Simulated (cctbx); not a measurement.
**What is wrong with this refinement?**

Cell a = 4.6740 Å, b = 4.6740 Å, c = 11.7720 Å, α = 90.00°, β = 90.00°, γ = 90.00°; space group I4/mmm (no. 139).

Simulated single-crystal data (cctbx): Mo Kα, λ = 0.71073 Å, to d = 0.65 Å, 70 % of the full sphere, strongest reflection 20000 counts, noise from counting, a 4 % proportional error and a noise floor of 2 counts (s.d.); no absorption, and some extinction, which the refinements don't model.

An anisotropic refinement with weights 1/σ² prints:

```text
Rint 0.035, 175 unique reflections to 0.65 A
cycle     R1     wR2    GooF  max shift (A)
   1  0.2068  0.4885  24.053   0.01017
   2  0.2054  0.4343  21.382   0.00001
final R1 0.2053 wR2 0.4343 GooF 21.382  parameters 5  data/parameter 35.0
atom        x        y        z      Ueq    occ   su(xyz)  su(Uiso or U11)
Pb1    0.50000  0.50000  0.12171   0.0006  1.000  0.00030  0.0016
Dy1    0.00000  0.00000  0.00000   0.0031  1.000  0.00000  0.0021  NPD
difference map: max 124.08 min -7.90 rms 6.18
Q1    0.0000  0.5000  0.2500    4  124.08  2.78 A from Pb1
Q2    0.0000  0.0000  0.0000    2   99.40  0.00 A from Dy1
Q3    0.0000  0.0000  0.3702    4   90.25  0.10 A from Pb1
Q4    0.0000  0.3269  0.2903   16    3.80  1.85 A from Pb1
Q5    0.1420  0.3580  0.2500   16    3.65  2.35 A from Pb1
Q6    0.0000  0.3263  0.2112   16    3.47  2.49 A from Pb1
```

**Question.** Can this result stand? If not, what is the likely fault?

Mend it. The fault: an atom left out, Sc at (1/2, 0, 1/4). Against the right model at the same level, R1 goes from 0.0117 to 0.2053 and GooF from 1.21 to 21.38, U of Pb1 shrinks from 0.0066 to 0.0006 Å², the top difference peak, 124.1 e/Å³, lies 2.78 Å from Pb1 and Dy1 goes non-positive-definite. Q1 is the missing atom. With scattering power missing, scale and phases suffer, so peaks may also grow on the heavy atoms.

The compound is DySc2Pb2. The right model at the same level gives:

```text
Rint 0.035, 175 unique reflections to 0.65 A
cycle     R1     wR2    GooF  max shift (A)
   1  0.0175  0.0496   2.456   0.00030
   2  0.0117  0.0244   1.210   0.00000
final R1 0.0117 wR2 0.0244 GooF 1.210  parameters 7  data/parameter 25.0
atom        x        y        z      Ueq    occ   su(xyz)  su(Uiso or U11)
Pb1    0.50000  0.50000  0.12261   0.0066  1.000  0.00002  0.0001
Dy1    0.00000  0.00000  0.00000   0.0065  1.000  0.00000  0.0001
Sc1    0.50000  0.00000  0.25000   0.0119  1.000  0.00000  0.0003
difference map: max 1.04 min -3.64 rms 0.32
Q1    0.0000  0.0000  0.1851    4    1.05  2.18 A from Dy1
Q2    0.1022  0.1022  0.5000    8    0.89  1.59 A from Pb1
Q3    0.2545  0.2545  0.1237   16    0.69  1.62 A from Pb1
Q4    0.2537  0.2537  0.0000    8    0.66  1.68 A from Dy1
Q5    0.2034  0.2966  0.2500   16    0.59  1.34 A from Sc1
Q6    0.0000  0.2827  0.2592   16    0.58  1.02 A from Sc1
```

Isotropic U is held between 0.0001 and 1 Å² by the program, and listed peak heights are interpolated, so they can pass the grid's maximum.

The model is made up (kin elements in a known structure type, no relaxation), so it says nothing on whether the phase exists.

[Middle refinement cycles are left out of these outputs.]

[Logs are printed without paths, hosts, clocks, repeated set-up lines and the standing remarks that a program may print on its own settings, such as how far it seeks lower states.]
